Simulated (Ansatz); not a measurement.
# Changed inputs in constrained RPA: K2CuF4 (I4/mmm), part 2 of 2

Wanted: the sensitivity and cost of U and J for K2CuF4 (I4/mmm).

Ansatz 0.2.0; constrained RPA on LDA, plane waves, PAW.

So far. Step 4 (Changed: 2×2×2 mesh): On the Cu d shell, screening brings the on-site interaction from 22.3 eV down to U = 8.45 eV. Step 6 (Changed: accuracy low): On the Cu d shell, screening brings the on-site interaction from 21.8 eV down to U = 7.92 eV.

## Step 8: Changed: volume -3 %

The cell differs from the one that the last finished run ended in (a 7.008 → 6.937 Å, b 7.008 → 6.937 Å, c 7.008 → 6.937 Å).

Input file input.yaml:

```yaml
crystal:
  lattice:
    - [6.3007026747, 2.0525541235, -2.0525541235]
    - [6.3007026747, -2.0525541235, 2.0525541235]
    - [-6.3007026747, -2.0525541235, -2.0525541235]
  atoms:
    - { symbol: K, position: [0.3569, 0.3569, 0.0] }
    - { symbol: K, position: [0.6431, 0.6431, 0.0] }
    - { symbol: Cu, position: [0.0, 0.0, 0.0] }
    - { symbol: F, position: [0.0, 0.5, 0.5] }
    - { symbol: F, position: [0.5, 0.0, 0.5] }
    - { symbol: F, position: [0.1523, 0.1523, 0.0] }
    - { symbol: F, position: [0.8477, 0.8477, 0.0] }
kpoints:
  mp_grid: { grid: [12, 12, 12] }
hamiltonian:
  xc: lda
scf:
  occupations: { method: gaussian, width: 0.08 }
  n_extra_bands: 19
  max_iter: 150
  lower_state_search: "off"
output:
  crpa:
    kmesh: [6, 6, 6]
    target_bands: [v5, v1]
    projections: [{ species: Cu, l: d, shell: 3 }]
  local_orbitals:
    kmesh: [6, 6, 6]
    orbitals: [{ species: Cu, l: d, shell: 3 }]
    window: { bands: [v5, v1] }
    seedname: lo
```

Command:

```bash
$ ansatz run input.yaml --threads 3 --pin off --max-ram 92160MiB --backend cuda --events-out ev --progress --plain --runs-dir out --devices 1 --max-vram 13GiB  # rebuilt from the run's record
```

Numbers of over 12 decimals in the logs are rounded to 6 here.

Log:

```text
[...]
GPUs: using 1 of 1 available (devices: 1).
[...]
GPU FFT provider: cuFFT
GPU libraries: cuBLAS 13.8.2, cuFFT 12.4.0, cuSOLVER 12.3.4
Crystal: 7 atoms, lattice volume = 106.179 Å³
Basis set: ecut = 420 eV, 2081 PW (Γ)
Bands: 52, of which v1, the nominal top of the filled ones, is band 33 counted from 1 (32 counted from 0)
Symmetry: 16 space group operations
[...]
k-points: 163 of 1728
[...]
χ-basis size per q: N_G = 370..394
[...]
screened: U = 7.9960 eV, U' = 6.7692 eV, J = 0.5920 eV
      screened d-shell averages: U_bar = F0 = 7.0145 eV, J_bar = 0.8373 eV
      screened, to within: U = 3.0e-2 eV, U' = 3.0e-2 eV, J = 9.2e-4 eV
      screened d-shell averages, to within: U_bar = 2.8e-2 eV, J_bar = 1.4e-3 eV
      bare: V = 21.9358 eV, V' = 20.3979 eV, J = 0.7160 eV
      bare d-shell averages: V_bar = F0 = 20.7055 eV, J_bar = 1.0236 eV
[...]
[key lines of the parts left out:]
SCF converged after 11 iterations
Free energy (F): -12728.083918 eV
Fermi energy:    4.967750 eV
```

Wall time 6.1 min (1 × NVIDIA H100 80GB HBM3 (shared by 6 runs) with 3 threads of AMD EPYC 7R13 (Zen 3), shared host); peak memory 1.9 GiB.

This step gave:

```
U                                                 : 7.996 eV
U prime (inter-orbital)                           : 6.769 eV
J                                                 : 0.5920 eV
bare V                                            : 21.94 eV
bare J                                            : 0.7160 eV
stated bound on U                                 : 0.02940 eV
U over bare V                                     : 0.3645
electrons in the window                           : 9.000
head of the constrained inverse dielectric matrix : 0.4570
least eigenvalue of the projection's overlap      : 0.6296
target functions                                  : 5
bands in the sums                                 : 66
r.m.s. miss of the model bands                    : 9.34e-4 eV
width of the target bands                         : 2.258 eV
weight of the projected orbitals in the window    : 0.7871
```

On the Cu d shell, screening brings the on-site interaction from 21.9 eV down to U = 8.00 eV.

## Step 9: Changed: r2SCAN

This step: constrained RPA on r2SCAN, plane waves, PAW.

input.yaml, the sections that differ from step 8:

```yaml
crystal:
  lattice:
    - [6.365, 2.0735, -2.0735]
    - [6.365, -2.0735, 2.0735]
    - [-6.365, -2.0735, -2.0735]
  atoms:
    - { symbol: K, position: [0.3569, 0.3569, 0.0] }
    - { symbol: K, position: [0.6431, 0.6431, 0.0] }
    - { symbol: Cu, position: [0.0, 0.0, 0.0] }
    - { symbol: F, position: [0.0, 0.5, 0.5] }
    - { symbol: F, position: [0.5, 0.0, 0.5] }
    - { symbol: F, position: [0.1523, 0.1523, 0.0] }
    - { symbol: F, position: [0.8477, 0.8477, 0.0] }
hamiltonian:
  xc: r2scan
output:
  crpa:
    kmesh: [6, 6, 6]
    target_bands: [v5, v1]
    projections: [{ species: Cu, l: d, shell: 3 }]
# kpoints, scf: as in step 8
```

Log:

```text
[...]
GPUs: using 1 of 1 available (devices: 1).
[...]
GPU FFT provider: cuFFT
GPU libraries: cuBLAS 13.8.2, cuFFT 12.4.0, cuSOLVER 12.3.4
Crystal: 7 atoms, lattice volume = 109.463 Å³
Basis set: ecut = 500 eV, 2799 PW (Γ), exchange–correlation on 216×216×216 points (64 copies of the dense FFT grid, shifted against one another)
[...]
χ-basis size per q: N_G = 380..418
[...]
screened: U = 8.8367 eV, U' = 7.5492 eV, J = 0.6246 eV
      screened d-shell averages: U_bar = F0 = 7.8067 eV, J_bar = 0.8821 eV
      screened, to within: U = 2.6e-2 eV, U' = 2.6e-2 eV, J = 1.1e-3 eV
      screened d-shell averages, to within: U_bar = 2.4e-2 eV, J_bar = 1.5e-3 eV
      bare: V = 22.6792 eV, V' = 21.0904 eV, J = 0.7491 eV
      bare d-shell averages: V_bar = F0 = 21.4082 eV, J_bar = 1.0669 eV
[...]
[key lines of the parts left out:]
SCF converged after 10 iterations
Free energy (F): -12961.043004 eV
Fermi energy:    4.792782 eV
```

Wall time 8.3 min (1 × NVIDIA H100 80GB HBM3 (shared by 6 runs) with 3 threads); peak memory 2.5 GiB; 9.7 min of CPU time.

Numbers from this step:

| Property | Result |
| --- | --- |
| U | 8.837 eV |
| U prime (inter-orbital) | 7.549 eV |
| J | 0.6246 eV |
| bare V | 22.68 eV |
| bare J | 0.7491 eV |
| stated bound on U | 0.02532 eV |
| U over bare V | 0.3896 |
| electrons in the window | 9.000 |
| head of the constrained inverse dielectric matrix | 0.4994 |
| least eigenvalue of the projection's overlap | 0.6570 |
| target functions | 5 |
| bands in the sums | 66 |
| width of the target bands | 2.277 eV |
| weight of the projected orbitals in the window | 0.8048 |

On the Cu d shell, screening brings the on-site interaction from 22.7 eV down to U = 8.84 eV.

## Step 10: Side by side

Times are wall times on 1 × NVIDIA H100 80GB HBM3 (shared by 6 runs) with 3 threads of AMD EPYC 7R13 (Zen 3), shared host, good to a factor of about two.

```tsv
run	bare V (eV)	U (eV)	J (eV)	bound on U (eV)	width (eV)	time
target window	21.83	7.934	0.588	0.0294	2.15	5.3 min
4×4×4 mesh	21.86	7.956	0.589	0.0311	2.15	97 s
2×2×2 mesh	22.25	8.451	0.601	0.0259	2.15	22 s
accuracy low	21.83	7.923	0.588	0.1052	2.15	5.6 min
volume -3 %	21.94	7.996	0.592	0.0294	2.26	6.1 min
r2SCAN	22.68	8.837	0.625	0.0253	2.28	8.3 min
```

## Step 11: Summary of results

| Item | Value |
| --- | --- |
| target window | U 7.93 eV, J 0.59 eV |
| 4×4×4 mesh | U 7.96 eV, J 0.59 eV |
| 2×2×2 mesh | U 8.45 eV, J 0.60 eV |
| accuracy low | U 7.92 eV, J 0.59 eV |
| volume -3 % | U 8.00 eV, J 0.59 eV |
| r2SCAN | U 8.84 eV, J 0.62 eV |

What this shows: 4×4×4 mesh moves U by +0.02 eV (within the solver's bounds, for the mean over orbitals) at 0.31 times the time. 2×2×2 mesh moves U by +0.52 eV at 0.070 times the time. Accuracy low moves U by −0.01 eV (within the solver's bounds, for the mean over orbitals). Volume -3 % moves U by +0.06 eV. r2SCAN moves U by +0.90 eV. The printed bound covers the solver alone, not the mesh, and no denser mesh than the base was run. The parent state is non-magnetic and the interaction static (zero frequency); U depends on the window and the orbitals, so it belongs to this model alone.

[Paths, hosts, dates, memory and timing lines, banners, echoed tables and standing remarks are left out of the program output.]

[Logs are printed without paths, hosts, clocks, repeated set-up lines and the standing remarks that a program may print on its own settings, such as how far it seeks lower states.]

[Runs of the session that timed out or met a known fault of the program may be left out.]

[Hosts, paths, dates, database ids (printed as entryN), source tags and the programs' standing remarks are cut or masked in the printed files.]
